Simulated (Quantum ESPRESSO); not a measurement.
# Collinear magnetic orders of MnGaAs2 (GaAs8x111 Mn2 nn) with Quantum ESPRESSO

Wanted: the moments of MnGaAs2 (GaAs8x111 Mn2 nn) and the energy of each order that was tried.

Program: Quantum ESPRESSO 7.5. Level of theory: PBE; plane waves with GBRV 1.5 PBE potentials, no spin-orbit coupling. Results are calculated unless marked as measured.

## Step 1: Starting point

The structure is tetragonal, space group P-4m2 (No. 115). Conventional cell: a = 3.997 Å, b = 3.997 Å, c = 5.653 Å, α = 90.00°, β = 90.00°, γ = 90.00°. Nearest to Mn lie 4 As at 2.45 Å. Nearest to As lie 2 Mn at 2.45 Å and 2 Ga at 2.45 Å. Ga has 4 As at 2.45 Å nearest. substitutional dopants on the host's measured lattice, atoms not relaxed. Farther neighbours are not listed.

The cell was typed by rule, not taken from a database of measured structures.

## Step 2: Run 1 (ferro ++)

The signs are those of the starting moments on the seeded atoms, the atoms that are given a moment.

The input, pw.in:

```
&CONTROL
  calculation = 'scf'
  prefix = 'pwscf'
  outdir = './tmp'
  pseudo_dir = './pseudo'
  disk_io = 'nowf'
/
&SYSTEM
  ibrav = 0
  celldm(1) = 8
  nat = 8
  ntyp = 3
  ecutwfc = 40
  ecutrho = 280
  nbnd = 61
  occupations = 'smearing'
  smearing = 'fd'
  degauss = 0.00367493
  nspin = 2
  starting_magnetization(1) = 0.3
  starting_magnetization(2) = 0
  starting_magnetization(3) = 0
/
&ELECTRONS
  conv_thr = 1.6d-08
  electron_maxstep = 150
  mixing_beta = 0.3
/
ATOMIC_SPECIES
Mn     54.9380 mn_pbe_v1.5.uspp.F.UPF
As     74.9216 as_pbe_v1.uspp.F.UPF
Ga     69.7230 ga_pbe_v1.4.uspp.F.UPF
CELL_PARAMETERS alat
   1.3353277228137    0.0000000000000    0.0000000000000
   0.0000000000000    1.3353277228137    0.0000000000000
   0.0000000000000    0.0000000000000    1.3353277228137
ATOMIC_POSITIONS crystal
Mn      0.0000000000    0.0000000000    0.0000000000
As      0.2500000000    0.2500000000    0.2500000000
Mn      0.0000000000    0.5000000000    0.5000000000
As      0.2500000000    0.7500000000    0.7500000000
Ga      0.5000000000    0.0000000000    0.5000000000
As      0.7500000000    0.2500000000    0.7500000000
Ga      0.5000000000    0.5000000000    0.0000000000
As      0.7500000000    0.7500000000    0.2500000000
K_POINTS automatic
5 5 5 0 0 0
```

Run with:

```sh
$ OMP_NUM_THREADS=1 mpirun -n 4 pw.x -nk 4 -in pw.in > pw.out
```

Log:

```text
Program PWSCF v.7.5 starts

     Found identity + (  0.0000 -0.5000 -0.5000) symmetry
     This is a supercell, fractional translations are disabled
     Message from routine setup:
     using ibrav=0 with symmetry is DISCOURAGED, use correct ibrav instead

     K-points division:     npool     =       4
     Subspace diagonalization in iterative solution of the eigenvalue problem:

     G-vector sticks info
     --------------------
     sticks:   dense  smooth     PW     G-vecs:    dense   smooth      PW
     Sum        2553    1457    421                96561    41851    6355

     Using Slab Decomposition

     bravais-lattice index     =            0
     lattice parameter (alat)  =       8.0000  a.u.
     unit-cell volume          =    1219.0838 (a.u.)^3
     number of atoms/cell      =            8
     number of atomic types    =            3
     number of electrons       =        88.00
     number of Kohn-Sham states=           61
     kinetic-energy cutoff     =      40.0000  Ry
     charge density cutoff     =     280.0000  Ry
     scf convergence threshold =      1.6E-08
     mixing beta               =       0.3000
     number of iterations used =            8  plain     mixing
     Exchange-correlation=  SLA  PW   PBX  PBC
                           (   1   4   3   4   0   0   0)

     celldm(1)=   8.000000  celldm(2)=   0.000000  celldm(3)=   0.000000
     celldm(4)=   0.000000  celldm(5)=   0.000000  celldm(6)=   0.000000

     crystal axes: (cart. coord. in units of alat)
               a(1) = (   1.335328   0.000000   0.000000 )
               a(2) = (   0.000000   1.335328   0.000000 )
               a(3) = (   0.000000   0.000000   1.335328 )

     reciprocal axes: (cart. coord. in units 2 pi/alat)
               b(1) = (  0.748880  0.000000  0.000000 )
               b(2) = (  0.000000  0.748880  0.000000 )
               b(3) = (  0.000000  0.000000  0.748880 )

     PseudoPot. # 1 for Mn read from file:
     mn_pbe_v1.5.uspp.F.UPF
     Pseudo is Ultrasoft + core correction, Zval = 15.0
     Generated by new atomic code, or converted to UPF format
     Using radial grid of  859 points,  6 beta functions with:
                l(1) =   0
                l(2) =   0
                l(3) =   1
                l(4) =   1
                l(5) =   2
                l(6) =   2
     Q(r) pseudized with  8 coefficients,  rinner =    0.950   0.950   0.950
                                                       0.950   0.950

     PseudoPot. # 2 for As read from file:
     as_pbe_v1.uspp.F.UPF
     Pseudo is Ultrasoft + core correction, Zval =  5.0
     Generated by new atomic code, or converted to UPF format
     Using radial grid of  875 points,  6 beta functions with:
                l(1) =   0
                l(2) =   0
                l(3) =   1
                l(4) =   1
                l(5) =   2
                l(6) =   2
     Q(r) pseudized with  8 coefficients,  rinner =    1.300   1.300   1.300
                                                       1.300   1.300

     PseudoPot. # 3 for Ga read from file:
     ga_pbe_v1.4.uspp.F.UPF
     Pseudo is Ultrasoft + core correction, Zval = 19.0
     Generated by new atomic code, or converted to UPF format
     Using radial grid of  871 points,  6 beta functions with:
                l(1) =   0
                l(2) =   0
                l(3) =   1
                l(4) =   1
                l(5) =   2
                l(6) =   2
     Q(r) pseudized with  8 coefficients,  rinner =    1.250   1.250   1.250
                                                       1.250   1.250

     atomic species   valence    mass     pseudopotential
     Mn               15.00    54.93800     Mn( 1.00)
     As                5.00    74.92160     As( 1.00)
     Ga               19.00    69.72300     Ga( 1.00)

     Starting magnetic structure
     atomic species   magnetization
     Mn              0.300
     As              0.000
     Ga              0.000

      8 Sym. Ops. (no inversion) found

   Cartesian axes

     site n.     atom                  positions (alat units)
         1        Mn     tau(   1) = (   0.0000000   0.0000000   0.0000000  )
         2        As     tau(   2) = (   0.3338319   0.3338319   0.3338319  )
         3        Mn     tau(   3) = (   0.0000000   0.6676639   0.6676639  )
         4        As     tau(   4) = (   0.3338319   1.0014958   1.0014958  )
         5        Ga     tau(   5) = (   0.6676639   0.0000000   0.6676639  )
         6        As     tau(   6) = (   1.0014958   0.3338319   1.0014958  )
         7        Ga     tau(   7) = (   0.6676639   0.6676639   0.0000000  )
         8        As     tau(   8) = (   1.0014958   1.0014958   0.3338319  )

     number of k points=    18  Fermi-Dirac smearing, width (Ry)=  0.0037
                       cart. coord. in units 2pi/alat
        k(    1) = (   0.0000000   0.0000000   0.0000000), wk =   0.0080000
        k(    2) = (   0.0000000   0.0000000   0.1497760), wk =   0.0320000
        k(    3) = (   0.0000000   0.0000000   0.2995519), wk =   0.0320000
        k(    4) = (   0.0000000   0.1497760   0.1497760), wk =   0.0320000
        k(    5) = (   0.0000000   0.1497760   0.2995519), wk =   0.0640000
        [... 13 further k-points ...]

     Dense  grid:    96561 G-vectors     FFT dimensions: (  60,  60,  60)

     Smooth grid:    41851 G-vectors     FFT dimensions: (  45,  45,  45)

     Check: negative core charge=   -0.000013
     Generating pointlists ...
     new r_m :   0.2385 (alat units)  1.9081 (a.u.) for type    1
     new r_m :   0.2385 (alat units)  1.9081 (a.u.) for type    2
     new r_m :   0.2385 (alat units)  1.9081 (a.u.) for type    3

     Initial potential from superposition of free atoms

     starting charge      84.9988, renormalised to      88.0000
     Starting wfcs are   66 randomized atomic wfcs

     Self-consistent Calculation

     iteration #  1     ecut=    40.00 Ry     beta= 0.30
     Davidson diagonalization with overlap
     ethr =  1.00E-02,  avg # of iterations =  4.2

     total energy              =   -1410.66875321 Ry
     estimated scf accuracy    <      13.49545484 Ry

     total magnetization       =     6.79 Bohr mag/cell
     absolute magnetization    =     7.02 Bohr mag/cell

     iteration #  2     ecut=    40.00 Ry     beta= 0.30
     Davidson diagonalization with overlap
     ethr =  1.00E-02,  avg # of iterations =  3.1

     total energy              =   -1410.63015566 Ry
     estimated scf accuracy    <      25.91328490 Ry

     total magnetization       =     1.19 Bohr mag/cell
     absolute magnetization    =     1.36 Bohr mag/cell

     iteration #  3     ecut=    40.00 Ry     beta= 0.30
     Davidson diagonalization with overlap
     ethr =  1.00E-02,  avg # of iterations =  1.9

     total energy              =   -1414.04298868 Ry
     estimated scf accuracy    <       3.43689231 Ry

     total magnetization       =     7.22 Bohr mag/cell
     absolute magnetization    =     7.59 Bohr mag/cell

     [... further iterations left out ...]

     iteration # 12     ecut=    40.00 Ry     beta= 0.30
     Davidson diagonalization with overlap
     ethr =  2.83E-09,  avg # of iterations =  5.4

     negative rho (up, down):  0.000E+00 5.424E-04

     total energy              =   -1414.22415519 Ry
     estimated scf accuracy    <       0.00000098 Ry

     total magnetization       =     7.96 Bohr mag/cell
     absolute magnetization    =     8.74 Bohr mag/cell

     iteration # 13     ecut=    40.00 Ry     beta= 0.30
     Davidson diagonalization with overlap
     ethr =  1.12E-09,  avg # of iterations =  2.3

     negative rho (up, down):  0.000E+00 5.415E-04

     total energy              =   -1414.22415570 Ry
     estimated scf accuracy    <       0.00000020 Ry

     total magnetization       =     7.96 Bohr mag/cell
     absolute magnetization    =     8.74 Bohr mag/cell

     iteration # 14     ecut=    40.00 Ry     beta= 0.30
     Davidson diagonalization with overlap
     ethr =  2.23E-10,  avg # of iterations =  2.2

     negative rho (up, down):  0.000E+00 5.414E-04

     total energy              =   -1414.22415578 Ry
     estimated scf accuracy    <       0.00000003 Ry

     total magnetization       =     7.96 Bohr mag/cell
     absolute magnetization    =     8.74 Bohr mag/cell

     iteration # 15     ecut=    40.00 Ry     beta= 0.30
     Davidson diagonalization with overlap
     ethr =  3.19E-11,  avg # of iterations =  4.4

     negative rho (up, down):  0.000E+00 5.414E-04

     Magnetic moment per site  (integrated on atomic sphere of radius R)
     atom   1 (R=0.239)  charge= 13.0634  magn=  3.5864
     atom   2 (R=0.239)  charge=  2.7293  magn= -0.0700
     atom   3 (R=0.239)  charge= 13.0633  magn=  3.5864
     atom   4 (R=0.239)  charge=  2.7293  magn= -0.0700
     atom   5 (R=0.239)  charge= 17.0433  magn=  0.0512
     atom   6 (R=0.239)  charge=  2.7293  magn= -0.0700
     atom   7 (R=0.239)  charge= 17.0433  magn=  0.0512
     atom   8 (R=0.239)  charge=  2.7293  magn= -0.0700

     End of self-consistent calculation

     [... lines left out ...]
     the Fermi energy is     7.2115 ev

!    total energy              =   -1414.22415583 Ry
     estimated scf accuracy    <          8.1E-09 Ry
     smearing contrib. (-TS)   =      -0.00103747 Ry
     internal energy E=F+TS    =   -1414.22311836 Ry

     The total energy is F=E-TS. E is the sum of the following terms:
     one-electron contribution =   -1139.87936886 Ry
     hartree contribution      =     595.81923780 Ry
     xc contribution           =    -276.67762679 Ry
     ewald contribution        =    -593.48536052 Ry

     total magnetization       =     7.96 Bohr mag/cell
     absolute magnetization    =     8.74 Bohr mag/cell

     convergence has been achieved in  15 iterations

=------------------------------------------------------------------------------=
   JOB DONE.
=------------------------------------------------------------------------------=
```

Wall time 75 s (4 MPI ranks of Intel Xeon at 2.60GHz (Ice Lake), shared host); peak memory 0.96 GiB.

Spin moment in the atom's sphere by atom:

| atom | spin moment in the atom's sphere (μB) |
| --- | --- |
| Mn1 | 3.59 |
| As2 | -0.07 |
| Mn3 | 3.59 |
| As4 | -0.07 |
| Ga5 | 0.05 |
| As6 | -0.07 |
| Ga7 | 0.05 |
| As8 | -0.07 |

This step gave:

```yaml
smearing_term_ts: 0.01412 eV
magnetization: 7.961 μB
absolute_magnetization: 8.737 μB
final_state: ferromagnetic
```

## Step 3: Run 2, typed as antiferro +−

pw.in, as its differences from that of step 2:

```diff
@@ -11,6 +11,6 @@
   nat = 8
-  ntyp = 3
+  ntyp = 4
   ecutwfc = 40
   ecutrho = 280
-  nbnd = 61
+  nbnd = 57
   occupations = 'smearing'
@@ -21,3 +21,4 @@
   starting_magnetization(2) = 0
-  starting_magnetization(3) = 0
+  starting_magnetization(3) = -0.3
+  starting_magnetization(4) = 0
 /
@@ -29,4 +30,5 @@
 ATOMIC_SPECIES
-Mn     54.9380 mn_pbe_v1.5.uspp.F.UPF
+Mn1    54.9380 mn_pbe_v1.5.uspp.F.UPF
 As     74.9216 as_pbe_v1.uspp.F.UPF
+Mn2    54.9380 mn_pbe_v1.5.uspp.F.UPF
 Ga     69.7230 ga_pbe_v1.4.uspp.F.UPF
@@ -37,5 +39,5 @@
 ATOMIC_POSITIONS crystal
-Mn      0.0000000000    0.0000000000    0.0000000000
+Mn1     0.0000000000    0.0000000000    0.0000000000
 As      0.2500000000    0.2500000000    0.2500000000
-Mn      0.0000000000    0.5000000000    0.5000000000
+Mn2     0.0000000000    0.5000000000    0.5000000000
 As      0.2500000000    0.7500000000    0.7500000000
```

Log:

```text
[banner, memory and clock lines left out]
Program PWSCF v.7.5 starts

     Message from routine setup:
     using ibrav=0 with symmetry is DISCOURAGED, use correct ibrav instead

     bravais-lattice index     =            0
     lattice parameter (alat)  =       8.0000  a.u.
     unit-cell volume          =    1219.0838 (a.u.)^3
     number of atoms/cell      =            8
     number of atomic types    =            4
     number of electrons       =        88.00
     number of Kohn-Sham states=           57
     kinetic-energy cutoff     =      40.0000  Ry
     charge density cutoff     =     280.0000  Ry
     scf convergence threshold =      1.6E-08
     mixing beta               =       0.3000
     number of iterations used =            8  plain     mixing
     Exchange-correlation=  SLA  PW   PBX  PBC
                           (   1   4   3   4   0   0   0)

     celldm(1)=   8.000000  celldm(2)=   0.000000  celldm(3)=   0.000000
     celldm(4)=   0.000000  celldm(5)=   0.000000  celldm(6)=   0.000000

     crystal axes: (cart. coord. in units of alat)
               a(1) = (   1.335328   0.000000   0.000000 )
               a(2) = (   0.000000   1.335328   0.000000 )
               a(3) = (   0.000000   0.000000   1.335328 )

     reciprocal axes: (cart. coord. in units 2 pi/alat)
               b(1) = (  0.748880  0.000000  0.000000 )
               b(2) = (  0.000000  0.748880  0.000000 )
               b(3) = (  0.000000  0.000000  0.748880 )

     PseudoPot. # 1 for Mn read from file:
     mn_pbe_v1.5.uspp.F.UPF
     Pseudo is Ultrasoft + core correction, Zval = 15.0

     PseudoPot. # 2 for As read from file:
     as_pbe_v1.uspp.F.UPF
     Pseudo is Ultrasoft + core correction, Zval =  5.0

     PseudoPot. # 3 for Mn read from file:
     mn_pbe_v1.5.uspp.F.UPF
     Pseudo is Ultrasoft + core correction, Zval = 15.0

     PseudoPot. # 4 for Ga read from file:
     ga_pbe_v1.4.uspp.F.UPF
     Pseudo is Ultrasoft + core correction, Zval = 19.0

     atomic species   valence    mass     pseudopotential
     Mn1              15.00    54.93800     Mn( 1.00)
     As                5.00    74.92160     As( 1.00)
     Mn2              15.00    54.93800     Mn( 1.00)
     Ga               19.00    69.72300     Ga( 1.00)

     Starting magnetic structure
     atomic species   magnetization
     Mn1             0.300
     As              0.000
     Mn2            -0.300
     Ga              0.000

      8 Sym. Ops. (no inversion) found

   Cartesian axes

     site n.     atom                  positions (alat units)
         1        Mn1    tau(   1) = (   0.0000000   0.0000000   0.0000000  )
         2        As     tau(   2) = (   0.3338319   0.3338319   0.3338319  )
         3        Mn2    tau(   3) = (   0.0000000   0.6676639   0.6676639  )
         4        As     tau(   4) = (   0.3338319   1.0014958   1.0014958  )
         5        Ga     tau(   5) = (   0.6676639   0.0000000   0.6676639  )
         6        As     tau(   6) = (   1.0014958   0.3338319   1.0014958  )
         7        Ga     tau(   7) = (   0.6676639   0.6676639   0.0000000  )
         8        As     tau(   8) = (   1.0014958   1.0014958   0.3338319  )

     number of k points=    18  Fermi-Dirac smearing, width (Ry)=  0.0037
                       cart. coord. in units 2pi/alat
        k(    1) = (   0.0000000   0.0000000   0.0000000), wk =   0.0080000
        k(    2) = (   0.0000000   0.0000000   0.1497760), wk =   0.0320000
        k(    3) = (   0.0000000   0.0000000   0.2995519), wk =   0.0320000
        k(    4) = (   0.0000000   0.1497760   0.1497760), wk =   0.0320000
        k(    5) = (   0.0000000   0.1497760   0.2995519), wk =   0.0640000
        [... 13 further k-points ...]

     Dense  grid:    96561 G-vectors     FFT dimensions: (  60,  60,  60)

     Smooth grid:    41851 G-vectors     FFT dimensions: (  45,  45,  45)

     Check: negative core charge=   -0.000013
     Generating pointlists ...
     new r_m :   0.2385 (alat units)  1.9081 (a.u.) for type    1
     new r_m :   0.2385 (alat units)  1.9081 (a.u.) for type    2
     new r_m :   0.2385 (alat units)  1.9081 (a.u.) for type    3
     new r_m :   0.2385 (alat units)  1.9081 (a.u.) for type    4

     Initial potential from superposition of free atoms

     starting charge      84.9988, renormalised to      88.0000
     Starting wfcs are   66 randomized atomic wfcs

     Self-consistent Calculation

     iteration #  1     ecut=    40.00 Ry     beta= 0.30
     Davidson diagonalization with overlap
     ethr =  1.00E-02,  avg # of iterations =  4.5

     total energy              =   -1410.58872668 Ry
     estimated scf accuracy    <      13.66072997 Ry

     total magnetization       =     0.00 Bohr mag/cell
     absolute magnetization    =     6.24 Bohr mag/cell

     iteration #  2     ecut=    40.00 Ry     beta= 0.30
     Davidson diagonalization with overlap
     ethr =  1.00E-02,  avg # of iterations =  4.1

     total energy              =   -1410.51015547 Ry
     estimated scf accuracy    <      27.87694527 Ry

     total magnetization       =     0.00 Bohr mag/cell
     absolute magnetization    =     1.25 Bohr mag/cell

     [... further iterations left out ...]

     iteration # 15     ecut=    40.00 Ry     beta= 0.30
     Davidson diagonalization with overlap
     ethr =  1.21E-10,  avg # of iterations =  3.3

     negative rho (up, down):  1.185E-04 1.185E-04

     total energy              =   -1414.19583202 Ry
     estimated scf accuracy    <       0.00000004 Ry

     total magnetization       =     0.00 Bohr mag/cell
     absolute magnetization    =     7.78 Bohr mag/cell

     iteration # 16     ecut=    40.00 Ry     beta= 0.30
     Davidson diagonalization with overlap
     ethr =  4.00E-11,  avg # of iterations =  3.7

     negative rho (up, down):  1.185E-04 1.186E-04

     Magnetic moment per site  (integrated on atomic sphere of radius R)
     atom   1 (R=0.239)  charge= 13.0800  magn=  3.3243
     atom   2 (R=0.239)  charge=  2.7224  magn=  0.0000
     atom   3 (R=0.239)  charge= 13.0800  magn= -3.3243
     atom   4 (R=0.239)  charge=  2.7224  magn=  0.0000
     atom   5 (R=0.239)  charge= 17.0416  magn= -0.0000
     atom   6 (R=0.239)  charge=  2.7224  magn=  0.0000
     atom   7 (R=0.239)  charge= 17.0416  magn= -0.0000
     atom   8 (R=0.239)  charge=  2.7224  magn=  0.0000

     End of self-consistent calculation

     [... lines left out ...]
     the Fermi energy is     6.9228 ev

!    total energy              =   -1414.19583205 Ry
     estimated scf accuracy    <          2.4E-09 Ry
     smearing contrib. (-TS)   =      -0.00325770 Ry
     internal energy E=F+TS    =   -1414.19257435 Ry

     The total energy is F=E-TS. E is the sum of the following terms:
     one-electron contribution =   -1140.04355140 Ry
     hartree contribution      =     595.92904810 Ry
     xc contribution           =    -276.59271052 Ry
     ewald contribution        =    -593.48536052 Ry

     total magnetization       =     0.00 Bohr mag/cell
     absolute magnetization    =     7.78 Bohr mag/cell

     convergence has been achieved in  16 iterations
```

It took 77 s on 4 MPI ranks; peak memory 0.96 GiB.

Spin moment in the atom's sphere by atom:

| atom | spin moment in the atom's sphere (μB) |
| --- | --- |
| Mn1 | 3.32 |
| As2 | 0.00 |
| Mn3 | -3.32 |
| As4 | 0.00 |
| Ga5 | 0.00 |
| As6 | 0.00 |
| Ga7 | 0.00 |
| As8 | 0.00 |

This step gave:

```yaml
smearing_term_ts: 0.04432 eV
magnetization: 0 μB
absolute_magnetization: 7.782 μB
final_state: antiferromagnetic
```

## Step 4: Ranking

An order is kept where moments of 0.15 μB or more survive with the typed signs; meshes match where a doubled cell samples the same k points as the first cell.

Orders:

| start | final state | typed order kept | energy over the lowest (meV a seeded atom) | largest site moment (μB) | net moment (μB a cell of the first run) | mesh matched | CPU time (s) |
| --- | --- | --- | --- | --- | --- | --- | --- |
| ferro ++ | ferromagnetic | yes | 0 | 3.586 | 7.961 | yes | 301.1 |
| antiferro +- | antiferromagnetic | yes | 192.7 | 3.324 | 0 | yes | 308.9 |

## Step 5: What came out

| Property | Result |
| --- | --- |
| lowest state found | ferromagnetic (from ferro ++) |
| largest site moment | 3.59 μB |
| next state with moments | antiferromagnetic, 193 meV a seeded atom higher |

In words: Only these 2 starts were compared; other wavevectors, canted and longer-period orders were not.

[Logs and program files are shortened in this print: banners, set-up blocks, solver, clock and traceback lines can be left out without a mark of their own.]

[Logs are printed without paths, hosts, clocks, repeated set-up lines and the standing remarks that a program may print on its own settings, such as how far it seeks lower states.]

[Hosts, paths, dates, database ids (printed as entryN), source tags and the programs' standing remarks are cut or masked in the printed files.]

[Where a cell is said to come from a database of computed structures, the database is the Materials Project.]
